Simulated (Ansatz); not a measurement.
# Ba2GdSn2, from a guessed structure to a relaxed one, part 2 of 2

This structure for Ba2GdSn2 is made up. Its elements were placed in a known structure type with a cell scaled to their sizes. What cell does the guess relax to, and how far off was it?

Ansatz 0.2.0; DFT, PBE, plane-wave PAW, default files, scalar-relativistic, ferromagnetic start, cell and ions relaxed at zero pressure (the session's first sound run).

So far: The starting structure; Relaxation of the guess. The relaxed cell has a = 4.892, c = 7.712 Å (conventional setting).

### 3. Bands of the relaxed cell

A second self-consistent run takes a narrower smearing and the mesh shown in its input; the bands follow along the standard path of the relaxed lattice.

This step: DFT, PBE, plane-wave PAW, default files, scalar-relativistic, ferromagnetic start, bands and density of states at the relaxed cell (Ansatz 0.2.0).

File input.yaml:

```yaml
crystal:
  lattice:
    - [4.8920886761, 0.0, 0.0]
    - [0.0, 4.8920886761, 0.0]
    - [0.0, 0.0, 7.7115138998]
  atoms:
    - { symbol: Gd, position: [0.0, 0.0, 0.0], spin: 7.0 }
    - { symbol: Ba, position: [0.5, 0.0, 0.5] }
    - { symbol: Ba, position: [0.0, 0.5, 0.5] }
    - { symbol: Sn, position: [0.5, 0.5, 0.8206002245] }
    - { symbol: Sn, position: [0.5, 0.5, 0.1793997755] }
magnetization:
  spin_polarized: true
kpoints:
  mp_grid: { grid: [6, 6, 4] }
  band_path:
    path:
      - [[0.0, 0.0, 0.0], [0.0, 0.5, 0.0], [0.5, 0.5, 0.0], [0.0, 0.0, 0.0], [0.0, 0.0, 0.5], [0.0, 0.5, 0.5], [0.5, 0.5, 0.5], [0.0, 0.0, 0.5]]
      - [[0.0, 0.5, 0.0], [0.0, 0.5, 0.5]]
      - [[0.5, 0.5, 0.0], [0.5, 0.5, 0.5]]
    npoints: 8
scf:
  occupations: { method: fermi_dirac, width: 0.03 }
  n_extra_bands: 13
hamiltonian:
  xc: pbe
  pseudopotentials: { kind: paw }
output:
  forces: true
  stress: true
  write_bands: true
  dos: { projected: true }
  write_density: true
  write_potential: true
  elf: true
  volumetric_format: npy
```

Started as:

```sh
$ ansatz run input.yaml --threads 4 --pin off --max-ram 10240MiB --backend cpu --events-out ev --progress --plain --runs-dir out
```

Numbers of over 12 decimals in the logs are rounded to 6 here.

The log of the run:

```text
Gd: projections on atomic orbitals take those of the free atom [Kr 4d10] 4f7 5s2 5p6 5d1 6s2, of charge +0.00 (hamiltonian.pseudopotentials.projection_atoms); the dataset's partial waves leave at most 2.5e-4 of an orbital's norm unspanned inside its sphere
[...]
Crystal: 5 atoms, lattice volume = 184.556 Å³
Basis set: ecut = 420 eV, 3645 PW (Γ), exchange–correlation on 72×72×108 points (8 copies of the dense FFT grid, shifted against one another)
Bands: 46, of which v1, the nominal top of the filled ones, is band 33 counted from 1 (32 counted from 0)
Symmetry: 16 space group operations
[...]
k-points: 30 of 144
[...]
Starting moments: Σ|m| = 7 μB on 1 of 5 sites
[...]
SCF iter   1: F=—  HF=-33290.009501 eV  |F-HF|=—  |Δ(HF+E_count)|=         —  Δρ=3.41e-2 (↑3.27e-2 ↓3.41e-2)  dr2=7.53e1  dr2_m=2.07e-1  M=6.982 μB ∫|m|=6.983 μB  β_m=0.30  ethr=3.10e-3  ⟨swp⟩=13.8  Hψ=16138  notcnv=0  defer=2
[...]
SCF iter  16: F=-33281.065636 eV  HF=-33281.065636 eV  |F-HF|=4.00e-10  |Δ(HF+E_count)|=   1.17e-8  Δρ=3.85e-7 (↑2.56e-7 ↓3.85e-7)  dr2=2.69e-10  dr2_m=1.43e-10  M=7.159 μB ∫|m|=7.324 μB  ethr=1.50e-11  ⟨swp⟩=6.2  Hψ=17049  notcnv=0
SCF 1 converged in 16 iterations: F = -33281.065636 eV  dr2 = 2.69e-10
[...]
NSCF: frozen V_eff on 75 k-points
SCF converged after 16 iterations
an eigenvalue changed by more than its tolerance at an iteration that met the thresholds in force, so the SCF went on 1 time: the last check found none over its tolerance
Magnetization: 7.1590 μB (36.5795 up, 29.4205 down)
Absolute magnetization: 7.3257 μB (∫|ρ↑−ρ↓|, with the PAW one-centre terms)
[...]
Per-site moments (μB) at R_I (Å): [(6.991245, 1.536815), (0.00883136, 1.426932), (0.00883136, 1.426932), (-0.016191, 1.141341), (-0.016191, 1.141341)]
Free energy (F): -33281.065636 eV
[...]
Internal energy: -33281.048382 eV  (E = F + TS)
E sigma→0 (E₀):  -33281.057009 eV
Entropy (-TS):   -0.017254 eV (-3.451 meV/atom)
Fermi energy:    9.300357 eV
[...]
--- Forces (eV/Å), atoms counted from 1 ---
  atom   1  Gd     0.00000000     0.00000000     0.00000000
  atom   2  Ba     0.00000000     0.00000000     0.00000000
  atom   3  Ba     0.00000000     0.00000000     0.00000000
  atom   4  Sn     0.00000000     0.00000000     0.00832663
  atom   5  Sn     0.00000000     0.00000000    -0.00832663
  max |Σ_I F_I| component: 1.70e-29 eV/Å
--- Stress (GPa, compression-positive) ---
       -0.163146       0.000000       0.000000
        0.000000      -0.163146       0.000000
        0.000000       0.000000      -0.070611
  P = ⅓ Tr σ = -0.1323 GPa (-1.323 kbar)
--- Band table (eV; the first three rows and the last of 60) ---
  k-point 0 ↑: bands = [... 29 lower, 4.4666, 4.5700, 6.1702, 7.5207, 8.5564, 8.5564, 9.0774, 9.0774, ... 9 higher]
  k-point 1 ↑: bands = [... 29 lower, 4.4434, 4.5700, 6.8975, 7.6683, 8.3241, 8.3241, 9.4008, 9.4227, ... 9 higher]
  k-point 2 ↑: bands = [... 29 lower, 4.4380, 4.5699, 7.6059, 8.1865, 8.1865, 8.2080, 8.6210, 9.4104, ... 9 higher]
  k-point 29 ↓: bands = [... 29 lower, 8.3088, 9.4497, 9.4979, 9.4979, 9.5100, 9.5808, 9.5897, 9.5897, ... 9 higher]
```

Wall time 15 s (4 threads of Intel Xeon 6975P-C (Granite Rapids), shared host); peak memory 0.97 GiB; 54 s of CPU time.

The column dr2 measures how far the density is from self-consistency, as an energy; F and HF (Harris–Foulkes) agree once it is small.

This step gave:

```
free energy             : -33281.0656 eV
energy at zero smearing : -33281.0570 eV
smearing term TS        : 0.01725 eV
Fermi energy            : 9.300 eV
magnetization           : 7.159 μB
absolute magnetization  : 7.326 μB
site moments            : 6.991, 0.008831, 0.008831, -0.01619, -0.01619 μB
pressure                : -0.1323 GPa
```

From bands.tsv, the bands that come nearest the Fermi level along the path, at its corners, in eV from the Fermi level:

| point | band_35_up | band_36_up | band_37_up | band_38_up | band_28_dn | band_29_dn | band_30_dn | band_31_dn |
| --- | --- | --- | --- | --- | --- | --- | --- | --- |
| Γ | -0.22 | -0.22 | 0.09 | 0.10 | -0.37 | -0.37 | 0.09 | 0.14 |
| X | 0.02 | 0.29 | 1.02 | 1.13 | -0.09 | 0.18 | 0.20 | 0.22 |
| M | -0.63 | -0.55 | -0.09 | 0.86 | -0.40 | -0.35 | 0.13 | 0.19 |
| Γ | -0.22 | -0.22 | 0.09 | 0.10 | -0.37 | -0.37 | 0.09 | 0.14 |
| Z | -0.68 | 0.11 | 0.29 | 0.33 | -0.70 | 0.06 | 0.18 | 0.24 |
| R | 0.16 | 0.19 | 0.82 | 1.45 | 0.07 | 0.18 | 0.18 | 0.21 |
| A | -1.52 | -1.34 | 0.96 | 0.96 | -1.39 | -0.99 | 0.15 | 0.20 |
| Z | -0.68 | 0.11 | 0.29 | 0.33 | -0.70 | 0.06 | 0.18 | 0.24 |
| X | 0.02 | 0.29 | 1.02 | 1.13 | -0.09 | 0.18 | 0.20 | 0.22 |
| R | 0.16 | 0.19 | 0.82 | 1.45 | 0.07 | 0.18 | 0.18 | 0.21 |
| M | -0.63 | -0.55 | -0.09 | 0.86 | -0.40 | -0.35 | 0.13 | 0.19 |
| A | -1.52 | -1.34 | 0.96 | 0.96 | -1.39 | -0.99 | 0.15 | 0.20 |

Counts of states for the cell as run, both spins, by energy window (eV from the Fermi level):

```
from  to  total
  -8  -7   1.90
  -7  -6   0.02
  -6  -5   1.98
  -5  -4   7.00
  -4  -3   0.02
  -3  -2   2.10
  -2  -1   4.25
  -1   0   4.79
   0   1  10.79
   1   2   4.30
```

A further 44.1 states lie below the table's range.

Spin density in the ac plane at fractional y = 0.500, with atoms of Ba and Sn within 0.2 Å of it.

Ten even steps from '_' (-3.57 × 1e-3 e/Å³) to '@' (2.43 × 1e-3 e/Å³), each cell a mean:
```
@@@@%%**++::......--++##%%@@
%%%%##++--::::--::::==**##%%
##**++--..::++++==..::==++**
++++--..__==++++++::__::==++
++==::____==++==++::__..--==
====::....--++++++::__..--==
====--::::==**##++--::::--==
++==----==++####**==----====
++++====++****##**++======++
++****++++********++++++**++
********++++******++++******
++******++++******++++******
++++++++++********++++++++++
++========++####**++======++
====--::--++**##**==::----==
====::....==****++::..::--==
====::____==++++++::__..--==
++==--____==++++++::__..--++
**++==::__--++**++....--++**
####**==::::--==--..--++**##
@@%%##**==::......--++##%%@@
@@@@%%##++--....::==**##@@@@
```
Columns run along a (4.9 Å), rows up along c (7.7 Å). Atoms in or near the plane, at fractional coordinates: Ba at (0.00, 0.50), Sn at (0.50, 0.82), Sn at (0.50, 0.18).

ELF of down spins in the ac plane at fractional y = 0.500, with atoms of Ba and Sn within 0.2 Å of it. It is the smooth field of the valence electrons, not physical close to the nuclei.

Ten even steps from '_' (0.00) to '@' (0.86), each cell a mean:
```
....--==++==========++==::..
..::==++==--::::----==++--::
::--++++--::..__..--==++==::
::==**++--..______--==**++--
..--++++==::____..--==**==::
__..--++==--::::--==++==::__
::....--++++======++==::....
##**--::--++******++::::==##
@@@@%%--::==****++--::++@@@@
==##@@##::::--==--..==%%@@**
__==@@%%::..----::..++@@%%..
..**@@##::..----::..==@@%%--
%%@@@@++::--++++==::--##@@@@
@@%%++::::++******==::--##@@
==--..::++++++++++++==::::--
__..::==++==------==++--..__
..::==++==--..__..--++++--..
::--++++--..______--==**++::
::==++++--::______--==++++--
::--++++==--::..::--==++==::
..::==++==--------==++==--..
__..--==++++++++++++++==::..
```
Columns run along a (4.9 Å), rows up along c (7.7 Å). Atoms in or near the plane, at fractional coordinates: Ba at (0.00, 0.50), Sn at (0.50, 0.82), Sn at (0.50, 0.18).

ELF in the ac plane at fractional y = 0.500, with atoms of Ba and Sn within 0.2 Å of it. It is the smooth field of the valence electrons, not physical close to the nuclei.

Ten even steps from '_' (0.00) to '@' (0.85), each cell a mean:
```
..::--==++==========++==::..
..::==++==--::::----==++--::
::--++++--::..__..--==++==::
::--++++--..______--==++++::
..::++++==::____..--==++==::
__..--++==--::::--==++==::__
::....--++++======++==::....
##**--::--********++::::==##
@@@@%%--::==****++--::++@@@@
==##@@##::::====--..==%%@@**
__==@@%%::..----::..++@@%%..
..**@@##::..----::..==@@%%--
%%@@@@++::--++++==::--##@@@@
@@%%++::::++******==::--##@@
==--..::++++++++++++--::::--
__..::==++==------==++--..__
..::==++==--..__..--++++--..
::--++++--..______--==++==::
::--++++--::______--==++++--
::--==++----::..::--==++==::
..::==++==--------==++==--..
....--==++++++++++++++==::..
```
Columns run along a (4.9 Å), rows up along c (7.7 Å). Atoms in or near the plane, at fractional coordinates: Ba at (0.00, 0.50), Sn at (0.50, 0.82), Sn at (0.50, 0.18).

### 4. Outcome

```json
{
 "space group, relaxed": "P4/mmm",
 "conventional cell": "a = 4.892, b = 4.892, c = 7.712 Å; α = 90.0°, β = 90.0°, γ = 90.0°",
 "volume per atom": "36.91 Å³ (guess 37.67)",
 "total moment": "7.38 μB in the cell of 5 atoms"
}
```

Ba2GdSn2 relaxes to P4/mmm with a = 4.892, b = 4.892 and c = 7.712 Å. The guessed volume was 2 % too large. The space group P4/mmm was held in the relaxation, so the end point is a stationary structure within it and may be a saddle against distortions or other arrangements. The input starts from parallel moments, and no other start was typed. The f shell may be open and has no Hubbard U, so its place in energy and the volume are uncertain. Bands cross the Fermi level, so it is a metal or semimetal at this level. On the 6×6×4 mesh with the narrower smearing (relaxed on 5×5×4) the largest force component is 0.008 eV/Å and the largest stress component is 0.163 GPa, against the relaxation's thresholds of 0.015 eV/Å and 0.05 GPa. The cutoff wasn't tested. A vector of the cell changed its length by 12 %, more than the volume shows. Spin-orbit coupling is left out, which can matter for elements this heavy. No dispersion term is used, so weakly bound directions may come out too long. Nothing here tests whether the compound is stable against decomposition.

[Logs are printed without paths, hosts, clocks, repeated set-up lines and the standing remarks that a program may print on its own settings, such as how far it seeks lower states.]

[Hosts, paths, dates, database ids (printed as entryN), source tags and the programs' standing remarks are cut or masked in the printed files.]
